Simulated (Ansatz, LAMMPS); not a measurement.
# Amorphous Si0.8Ge0.2 (132 atoms) in motion

Aim: follow amorphous Si0.8Ge0.2 (132 atoms) for a short time with forces from DFT, then look at structure and electrons in the last frame.

Main program and level: Ansatz 0.2.0; Kohn-Sham DFT, revPBE, PAW (set soft_2), plane waves.

### 1. The structure

The cell holds 132 atoms: 106 Si and 26 Ge. Its edges and angles: a = 14.027 Å, b = 14.027 Å, c = 14.027 Å, α = 90.0°, β = 90.0°, γ = 90.0°. 132 atoms (106 Si, 26 Ge) placed at random at 2.93 g/cm³, melted at 3500 K for 10 ps at fixed volume with the Tersoff potential (Tersoff, Phys. Rev. B 39, 5566 (1989)). Quenched from 3500 K to 500 K at 5 K/ps and fixed volume, annealed at 1000 K for 20 ps, held 5 ps.

What the set-up can't give: The quench rate of 5 K/ps is many orders above laboratory rates, so the cell is likely richer in defects and strain than a real sample. The starting topology of bonds comes from the classical model. Sampling is at Γ alone, for a cell whose shortest periodic width is 14 Å.

### 2. Single point at the start

A single point comes first, to see the forces before anything moves.

Input file input.yaml:

```yaml
crystal:
  lattice:
    - [14.0275, 0.0, 0.0]
    - [0.0, 14.0275, 0.0]
    - [0.0, 0.0, 14.0275]
  atoms:
    - { symbol: Si, position: [0.73982, 0.09326, 0.32059] }
    - { symbol: Si, position: [0.55769, 0.60758, 0.68258] }
    - { symbol: Si, position: [0.91268, 0.93199, 0.50916] }
    - { symbol: Si, position: [0.57451, 0.31889, 0.81171] }
    [... 122 atom lines left out ...]
    - { symbol: Ge, position: [0.29066, 0.3397, 0.47582] }
    - { symbol: Ge, position: [0.15399, 0.02462, 0.57113] }
    - { symbol: Ge, position: [0.05864, 0.07816, 0.30855] }
    - { symbol: Ge, position: [0.05769, 0.32771, 0.27671] }
    - { symbol: Ge, position: [0.05905, 0.53851, 0.36922] }
    - { symbol: Ge, position: [0.65416, 0.4013, 0.38058] }
kpoints:
  mp_grid: { grid: [1, 1, 1] }
hamiltonian:
  xc: revpbe
scf:
  occupations: { method: fermi_dirac, width: 0.025 }
output:
  forces: true
  stress: true
```

Started as:

```console
> ansatz run input.yaml --threads 8 --pin off --max-ram 15872MiB --backend cpu --events-out ev --progress --plain --runs-dir out
```

Run time: 27 s. Hardware: 8 threads of Arm Neoverse V2, shared host; peak memory 3.8 GiB; 3.3 min of CPU time.

Numbers from this run:

| Quantity | Value |
| --- | --- |
| free energy | -179368.7063 eV |
| free energy per atom | -1358.8538 eV/atom |
| SCF cycles | 13 |
| pressure | 1.328 GPa |
| r.m.s. force component | 0.6174 eV/Å |
| longest force | 2.858 eV/Å |
| Fermi energy | 6.864 eV |

The r.m.s. force component of 0.62 eV/Å and the pressure of 1.3 GPa set the starting point.

Neighbours are counted within 2.88 Å (Si-Si), 2.93 Å (Si-Ge), 2.88 Å (Ge-Ge).

Length of the force by element and coordination:

| element | coordination | atoms | mean length of the force (eV/Å) | spread | least | most |
| --- | --- | --- | --- | --- | --- | --- |
| Ge | all | 26 | 1.01 | 0.345 | 0.297 | 1.90 |
| Ge | 4 | 24 | 1.02 | 0.320 | 0.463 | 1.90 |
| Ge | 5 | 2 | 0.831 | 0.535 | 0.297 | 1.37 |
| Si | all | 106 | 0.974 | 0.444 | 0.103 | 2.86 |
| Si | 4 | 88 | 1.02 | 0.438 | 0.143 | 2.86 |
| Si | 5 | 18 | 0.729 | 0.387 | 0.103 | 1.40 |

### 3. Dynamics at 300 K

A Langevin thermostat couples each atom to a heat bath, at the price of damped dynamics. The time step is 2.0 fs.

Changes to input.yaml since step 2:

```diff
@@ -16 +16,8 @@
   stress: true
+md:
+  timestep: 2.0
+  n_steps: 132
+  ensemble: nvt_langevin
+  temperature: 300
+  initial_velocities: maxwell_boltzmann
+  seed: 3949
```

Elapsed: 31 min, on 8 threads; peak memory 4.1 GiB; 3.9 h of CPU time.

The program notes that the SCF threshold is loose for the stress and it switched symmetry off.

The trajectory, sampled:

| time (fs) | T (K) | potential (meV/atom) |
| --- | --- | --- |
| 0.0 | 298 | 0.0 |
| 18.0 | 365 | -12.2 |
| 36.0 | 346 | -11.8 |
| 52.0 | 366 | -17.4 |
| 70.0 | 331 | -16.4 |
| 88.0 | 325 | -14.5 |
| 106.0 | 381 | -21.1 |
| 124.0 | 315 | -18.1 |
| 140.0 | 350 | -23.5 |
| 158.0 | 318 | -22.7 |
| 176.0 | 316 | -25.9 |
| 194.0 | 293 | -21.9 |
| 212.0 | 346 | -23.2 |
| 228.0 | 302 | -21.1 |
| 246.0 | 333 | -25.2 |
| 264.0 | 327 | -25.2 |

Mean square displacement from the first frame to the last: Si 0.083 Å², Ge 0.11 Å².

The mean square displacement by time lag:

| time lag (fs) | Ge (Å²) | Si (Å²) |
| --- | --- | --- |
| 2.0 | 4.4e-5 | 1.2e-4 |
| 6.0 | 3.9e-4 | 0.00103 |
| 12.0 | 0.00154 | 0.00394 |
| 18.0 | 0.00336 | 0.00825 |
| 28.0 | 0.00759 | 0.0170 |
| 34.0 | 0.0107 | 0.0222 |
| 38.0 | 0.0129 | 0.0254 |
| 44.0 | 0.0163 | 0.0296 |
| 50.0 | 0.0198 | 0.0331 |
| 56.0 | 0.0233 | 0.0360 |
| 60.0 | 0.0257 | 0.0377 |
| 72.0 | 0.0325 | 0.0421 |
| 76.0 | 0.0347 | 0.0436 |
| 82.0 | 0.0380 | 0.0461 |
| 88.0 | 0.0412 | 0.0487 |
| 94.0 | 0.0443 | 0.0514 |
| 98.0 | 0.0464 | 0.0533 |
| 104.0 | 0.0496 | 0.0560 |
| 114.0 | 0.0549 | 0.0599 |
| 120.0 | 0.0582 | 0.0617 |
| 126.0 | 0.0614 | 0.0632 |
| 132.0 | 0.0647 | 0.0645 |

Over the second half of 264 fs the temperature averages 320 K with swings of 15 K r.m.s. From first frame to last Ge has the largest mean square displacement, 0.11 Å² at the end; the farthest move is 0.74 Å. The count of bonds goes from 275 in the first frame to 272 in the last, by one set of cutoffs: 8 pairs passed out of them and 5 came within. The run spans 0.26 ps, too short for its means to be equilibrium values.

### 4. Structure statistics late in the run

The g(r) is a mean over the second half; what follows it is taken at the last frame.

Bonds before and after, by the cutoffs listed below:

| pair | bonds before | bonds after | mean before (Å) | mean after (Å) | spread before (Å) | spread after (Å) |
| --- | --- | --- | --- | --- | --- | --- |
| Si-Si | 177 | 177 | 2.420 | 2.408 | 0.090 | 0.096 |
| Si-Ge | 88 | 85 | 2.448 | 2.451 | 0.104 | 0.093 |
| Ge-Ge | 10 | 10 | 2.541 | 2.511 | 0.202 | 0.044 |

Density 2.93 g/cm³, 20.91 Å³ an atom.

Mean of 15 frames. g(r), total and by pair (bins of 0.1 Å):

| r (Å) | total | Si-Si | Si-Ge | Ge-Ge |
| --- | --- | --- | --- | --- |
| 2.15 | 0.01 | 0.02 | 0.00 | 0.00 |
| 2.25 | 0.92 | 1.34 | 0.18 | 0.00 |
| 2.35 | 4.78 | 5.84 | 3.14 | 0.40 |
| 2.45 | 4.21 | 3.77 | 5.17 | 3.66 |
| 2.55 | 1.24 | 0.67 | 2.10 | 3.55 |
| 2.65 | 0.36 | 0.21 | 0.51 | 1.66 |
| 2.75 | 0.11 | 0.10 | 0.10 | 0.41 |
| 2.85 | 0.09 | 0.06 | 0.10 | 0.38 |
| 2.95 | 0.07 | 0.07 | 0.07 | 0.00 |
| 3.05 | 0.12 | 0.10 | 0.17 | 0.00 |
| 3.15 | 0.17 | 0.14 | 0.27 | 0.00 |
| 3.25 | 0.27 | 0.22 | 0.38 | 0.28 |
| 3.35 | 0.56 | 0.49 | 0.55 | 1.74 |
| 3.45 | 0.79 | 0.86 | 0.66 | 0.69 |
| 3.55 | 1.09 | 1.20 | 0.91 | 0.82 |
| 3.65 | 1.44 | 1.52 | 1.37 | 0.68 |
| 3.75 | 1.88 | 1.99 | 1.79 | 0.95 |
| 3.85 | 1.92 | 1.98 | 1.94 | 0.91 |
| 3.95 | 1.92 | 1.98 | 1.88 | 1.22 |
| 4.05 | 1.64 | 1.56 | 1.77 | 1.77 |
| 4.15 | 1.56 | 1.44 | 1.88 | 1.04 |
| 4.25 | 1.18 | 1.21 | 1.17 | 0.81 |
| 4.35 | 0.94 | 0.90 | 1.02 | 0.83 |
| 4.45 | 0.89 | 0.83 | 1.01 | 0.96 |
| 4.55 | 0.80 | 0.71 | 1.00 | 0.73 |
| 4.65 | 0.71 | 0.68 | 0.79 | 0.54 |
| 4.75 | 0.78 | 0.67 | 0.96 | 1.04 |
| 4.85 | 0.85 | 0.77 | 0.94 | 1.54 |
| 4.95 | 0.83 | 0.80 | 0.76 | 1.79 |
| 5.05 | 0.81 | 0.87 | 0.65 | 1.12 |
| 5.15 | 0.80 | 0.79 | 0.80 | 0.94 |
| 5.25 | 0.71 | 0.73 | 0.66 | 0.73 |
| 5.35 | 0.82 | 0.83 | 0.87 | 0.38 |
| 5.45 | 0.95 | 1.03 | 0.85 | 0.66 |
| 5.55 | 1.02 | 1.03 | 0.98 | 1.18 |
| 5.65 | 1.14 | 1.13 | 1.09 | 1.67 |
| 5.75 | 1.22 | 1.27 | 1.03 | 1.86 |
| 5.85 | 1.22 | 1.30 | 1.04 | 1.41 |
| 5.95 | 1.13 | 1.22 | 0.96 | 1.14 |
| 6.05 | 0.95 | 0.93 | 1.02 | 0.86 |
| 6.15 | 0.93 | 0.89 | 1.00 | 0.96 |
| 6.25 | 0.85 | 0.80 | 0.98 | 0.74 |
| 6.35 | 0.81 | 0.79 | 0.90 | 0.49 |
| 6.45 | 0.83 | 0.84 | 0.87 | 0.55 |

Bonds by pair of elements; cutoffs follow the first minimum of g(r), held within bounds set by covalent radii, and pairs that aren't listed don't count as bonded:

| pair A-B | cutoff (Å) | bonds | mean length (Å) | spread (Å) | shortest (Å) | B about A | A about B |
| --- | --- | --- | --- | --- | --- | --- | --- |
| Si-Si | 2.88 | 177 | 2.41 | 0.096 | 2.24 | 3.34 | 3.34 |
| Si-Ge | 2.88 | 85 | 2.45 | 0.093 | 2.29 | 0.802 | 3.27 |
| Ge-Ge | 3.08 | 10 | 2.51 | 0.044 | 2.44 | 0.769 | 0.769 |

How many atoms have how many bonded neighbours:

| element | mean | 3 | 4 | 5 | 6 |
| --- | --- | --- | --- | --- | --- |
| Ge | 4.04 | 1 | 23 | 2 | 0 |
| Si | 4.14 | 0 | 92 | 13 | 1 |

Bond angles (no mean is given where the spread exceeds 20°):

| angle | count | mean (°) | spread (°) |
| --- | --- | --- | --- |
| Si-Si-Si | 447 | 107 | 15.8 |
| Ge-Si-Si | 226 | 109 | 14.7 |
| Si-Ge-Si | 104 | 109 | 11.4 |
| Ge-Ge-Si | 51 | 106 | 18.4 |
| Ge-Si-Ge | 24 | - | - |

Bond length by coordination (bonds to H left out):

| element | coordination | atoms | mean bond length (Å) |
| --- | --- | --- | --- |
| Ge | 3 | 1 | 2.50 |
| Ge | 4 | 23 | 2.45 |
| Ge | 5 | 2 | 2.57 |
| Si | 4 | 92 | 2.4 |
| Si | 5 | 13 | 2.49 |
| Si | 6 | 1 | 2.59 |

Rings of the network by King's shortest-path rule, up to 12 atoms, one path for each pair of neighbours; H, halogens, alkali and alkaline-earth atoms are left out, and the last column divides by all other atoms, bonded or not:

| ring size (atoms) | rings | per network atom |
| --- | --- | --- |
| 3 | 6 | 0.045 |
| 4 | 11 | 0.083 |
| 5 | 73 | 0.553 |
| 6 | 107 | 0.811 |
| 7 | 59 | 0.447 |
| 8 | 7 | 0.053 |

For some of the pairs, g(r) has its first main peak near 2.4 Å (Si-Si), 2.4 Å (Si-Ge) and 2.5 Å (Ge-Ge). By these cutoffs 88 % of Ge atoms have 4 and 87 % of Si atoms have 4 bonded neighbours. The Si-Si-Si angle averages 107° with a spread of 16°. Rings of 6 atoms are the most common (41 % of those counted); sizes run from 3 to 8.

### 5. Single point at the last frame

The last frame is solved once more, with the analyses that the dynamics left out.

Input file input.yaml:

```yaml
crystal:
  lattice:
    - [14.0275, 0.0, 0.0]
    - [0.0, 14.0275, 0.0]
    - [0.0, 0.0, 14.0275]
  atoms:
    - { symbol: Si, position: [0.73181, 0.09506, 0.3076] }
    - { symbol: Si, position: [0.55398, 0.6086, 0.66405] }
    - { symbol: Si, position: [0.90765, 0.93075, 0.5351] }
    - { symbol: Si, position: [0.56384, 0.3498, 0.80227] }
    [... 122 atom lines left out ...]
    - { symbol: Ge, position: [0.30179, 0.35311, 0.48457] }
    - { symbol: Ge, position: [0.1599, 0.02992, 0.57645] }
    - { symbol: Ge, position: [0.04071, 0.07975, 0.33989] }
    - { symbol: Ge, position: [0.05519, 0.32232, 0.2729] }
    - { symbol: Ge, position: [0.05785, 0.54248, 0.36882] }
    - { symbol: Ge, position: [0.6623, 0.38806, 0.364] }
kpoints:
  mp_grid: { grid: [1, 1, 1] }
hamiltonian:
  xc: revpbe
scf:
  occupations: { method: fermi_dirac, width: 0.025 }
output:
  forces: true
  stress: true
  populations: true
  dos:
    method: { smearing: { sigma: 0.08 } }
    de: 0.1
    projected: { site_lists: { Ge: [Ge], Si: [Si] } }
  eigenvalues: true
  write_density: true
  write_potential: true
  volumetric_format: npy
```

Elapsed: 42 s, on 8 threads; peak memory 3.9 GiB; 5.3 min of CPU time.

The run gave:

* free energy: -179372.0292 eV
* free energy per atom: -1358.8790 eV/atom
* SCF cycles: 10
* pressure: 1.503 GPa
* r.m.s. force component: 0.5299 eV/Å
* longest force: 2.194 eV/Å
* Fermi energy: 6.893 eV
* levels partly filled by over 2 per cent: 2
* spilling of the projection: 0.007084

Neighbours are counted within 2.88 Å (Si-Si), 2.88 Å (Si-Ge), 3.08 Å (Ge-Ge), the cutoffs taken from the dynamics.

Length of the force by element and coordination:

| element | coordination | atoms | mean length of the force (eV/Å) | spread | least | most |
| --- | --- | --- | --- | --- | --- | --- |
| Ge | all | 26 | 0.873 | 0.319 | 0.297 | 1.54 |
| Ge | 3 | 1 | 0.297 | 0 | 0.297 | 0.297 |
| Ge | 4 | 23 | 0.917 | 0.303 | 0.448 | 1.54 |
| Ge | 5 | 2 | 0.656 | 0.174 | 0.482 | 0.830 |
| Si | all | 106 | 0.847 | 0.347 | 0.204 | 2.19 |
| Si | 4 | 92 | 0.863 | 0.350 | 0.204 | 2.19 |
| Si | 5 | 13 | 0.766 | 0.304 | 0.318 | 1.36 |
| Si | 6 | 1 | 0.412 | 0 | 0.412 | 0.412 |

Löwdin charges by element and coordination (they lack the spilled electrons, 0.042 e an atom on average):

| element | coordination | atoms | mean charge (e) | spread | least | most |
| --- | --- | --- | --- | --- | --- | --- |
| Ge | all | 26 | -0.0132 | 0.0328 | -0.096 | 0.0508 |
| Ge | 3 | 1 | -0.0061 | 0 | -0.0061 | -0.0061 |
| Ge | 4 | 23 | -0.0186 | 0.0299 | -0.096 | 0.0473 |
| Ge | 5 | 2 | 0.0449 | 0.0059 | 0.039 | 0.0508 |
| Si | all | 106 | 0.0559 | 0.0272 | -0.0497 | 0.136 |
| Si | 4 | 92 | 0.0518 | 0.0235 | -0.0497 | 0.120 |
| Si | 5 | 13 | 0.0797 | 0.0332 | 0.03 | 0.136 |
| Si | 6 | 1 | 0.119 | 0 | 0.119 | 0.119 |

States in the cell by windows of 1 eV, zero at the Fermi level; the larger projections on atomic orbitals stand beside the total:

| from (eV) | to (eV) | total | Si p | Si s | Ge p | Ge s |
| --- | --- | --- | --- | --- | --- | --- |
| -14 | -13 | 0.0 | 0.0 | 0.0 | 0.0 | 0.0 |
| -13 | -12 | 5.9 | 0.7 | 3.5 | 0.3 | 1.4 |
| -12 | -11 | 27.6 | 5.9 | 14.9 | 1.4 | 5.2 |
| -11 | -10 | 27.8 | 7.0 | 14.1 | 1.6 | 5.0 |
| -10 | -9 | 44.1 | 12.1 | 22.2 | 2.8 | 6.7 |
| -9 | -8 | 37.3 | 11.8 | 18.2 | 2.6 | 4.4 |
| -8 | -7 | 29.6 | 10.8 | 13.0 | 2.4 | 3.2 |
| -7 | -6 | 37.4 | 16.0 | 14.7 | 3.5 | 2.9 |
| -6 | -5 | 35.9 | 18.7 | 10.9 | 4.1 | 2.0 |
| -5 | -4 | 45.8 | 30.9 | 6.0 | 7.3 | 1.2 |
| -4 | -3 | 67.1 | 49.1 | 5.0 | 11.2 | 1.1 |
| -3 | -2 | 78.9 | 58.4 | 4.2 | 14.3 | 1.1 |
| -2 | -1 | 62.7 | 46.4 | 3.0 | 11.4 | 0.9 |
| -1 | 0 | 27.5 | 18.1 | 2.1 | 5.8 | 0.7 |
| 0 | 1 | 36.6 | 19.2 | 6.9 | 5.3 | 2.4 |
| 1 | 2 | 70.5 | 36.8 | 13.4 | 8.9 | 2.9 |
| 2 | 3 | 84.4 | 44.4 | 12.4 | 11.0 | 2.3 |

The curve was stored every 0.10 eV, coarse against its broadening of 0.08 eV, so these counts are rough.

Between -25 and -14 eV lie 260 more states.

The levels nearest the highest filled one (over half full), pooled over k-points and spins:

| level less the highest filled one (eV) | occupation |
| --- | --- |
| -0.564 | 2 |
| -0.387 | 2 |
| -0.222 | 2 |
| -0.137 | 2.00 |
| -0.0881 | 2.00 |
| 0 | 1.83 |
| 0.119 | 0.17 |
| 0.210 | 0.005 |
| 0.298 | 0 |
| 0.350 | 0 |
| 0.493 | 0 |
| 0.526 | 0 |

Mean Löwdin charges: Ge -0.01, Si +0.06 e (they miss 0.71 % of the electrons, so they add up to more than the cell's charge). Charges this small depend on the projection, at times even in sign. Within 0.4 eV of the Fermi level the largest share is Si p (61 % of the projected weight).

### 6. Summary of results

```
mean temperature, second half  : 320.1 K
temperature swing, second half : 15.36 K
mean pressure, second half     : 1.844 GPa
free energy per atom           : -1358.8790 eV/atom
pressure                       : 1.503 GPa
r.m.s. force component         : 0.5299 eV/Å
wall time of the 3 DFT runs    : 32 min
```

Over the second half of 264 fs the temperature averages 320 K with swings of 15 K r.m.s. The count of bonds goes from 275 in the first frame to 272 in the last, by one set of cutoffs: 8 pairs passed out of them and 5 came within. The run spans 0.26 ps, too short for its means to be equilibrium values. With the cutoffs above, 88 % of Ge atoms have 4 and 87 % of Si atoms have 4 bonded neighbours. Counting bands leaves a spacing of only 0.12 eV (at Γ alone), which the smearing bridges: 2 levels are partly filled by over 2 %, so a gap, if any, is small at this level.

**Limits.** The starting topology of bonds comes from the classical model; in DFT 8 of its 275 bonded pairs passed out of the cutoffs and 5 came within them. The pressure of 1.5 GPa is that of one thermal frame at a volume set beforehand, without the kinetic term.

[Logs are printed without paths, hosts, clocks, repeated set-up lines and the standing remarks that a program may print on its own settings, such as how far it seeks lower states.]

[Hosts, paths, dates, database ids (printed as entryN), source tags and the programs' standing remarks are cut or masked in the printed files.]
